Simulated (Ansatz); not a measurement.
# Spin-orbit coupling in the work functions of 4d metals and their neighbours

Is spin-orbit coupling worth its cost for a work function, and how does its effect compare with the choice of functional?

Set-up. Ansatz 0.2.0, plane waves with PAW datasets (its set soft_2) at their recommended cutoffs; symmetric slabs of 7 layers (11 for bcc (111)) cut at the tabulated experimental lattice constant, atoms at bulk places, 18 Å of vacuum, k-spacing 0.16 Å⁻¹ (2π included), Fermi-Dirac smearing of 0.1 eV, SCF threshold 1e-9 eV. The work function is the vacuum level less the Fermi level; differences are formed before rounding. The spin-orbit runs use PBE and fully relativistic files.

The runs side by side:

| face | PBE (eV) | with spin-orbit (eV) | spin-orbit shift (eV) | LDA less PBE (eV) |
| --- | --- | --- | --- | --- |
| Sr(100) | 2.551 | 2.552 | +0.001 | +0.13 |
| Sr(110) | 2.586 | 2.587 | +0.001 | +0.13 |
| Sr(111) | 2.708 | 2.708 | +0.001 | +0.11 |
| Y(0001) | 3.370 | 3.371 | +0.001 | +0.16 |
| Zr(0001) | 4.192 | 4.193 | 0.000 | +0.21 |
| Nb(100) | 3.723 | 3.723 | 0.000 | +0.26 |
| Nb(110) | 4.542 | 4.542 | 0.000 | +0.25 |
| Nb(111) | 3.412 | 3.413 | +0.001 | +0.28 |
| Mo(100) | 3.952 | 3.953 | 0.000 | +0.32 |
| Mo(110) | 4.660 | 4.662 | +0.002 | +0.30 |
| Mo(111) | 3.710 | 3.714 | +0.003 | +0.30 |
| Ru(0001) | 5.067 | 5.067 | +0.001 | +0.36 |
| Rh(100) | 5.055 | 5.050 | −0.005 | +0.39 |
| Rh(110) | 4.678 | 4.672 | −0.007 | +0.38 |
| Rh(111) | 5.165 | 5.162 | −0.004 | +0.39 |
| Pd(100) | 5.086 | 5.075 | −0.011 | +0.42 |
| Pd(110) | 4.836 | 4.825 | −0.011 | +0.40 |
| Pd(111) | 5.220 | 5.211 | −0.009 | +0.42 |
| Ag(100) | 4.296 | 4.299 | +0.004 | +0.42 |
| Ag(110) | 4.120 | 4.125 | +0.005 | +0.42 |
| Ag(111) | 4.450 | 4.455 | +0.005 | +0.42 |
| Cd(0001) | 3.877 | 3.883 | +0.006 | +0.34 |

**Reading.** The shift runs from −0.011 eV (Pd(110)) to +0.006 eV (Cd(0001)), and passes 0.05 eV on 0 of 22 faces. The step from PBE to LDA is 0.11 to 0.42 eV on the same slabs. A spin-orbit run takes about 9 times the CPU time, which buys nothing here at the 0.02 eV level.

Caveats: The shift also holds the change of files, from scalar to fully relativistic ones. Faces are unreconstructed, differences are formed before rounding, and the CPU ratio is rough. The table is a selection: not every member that was run is listed.
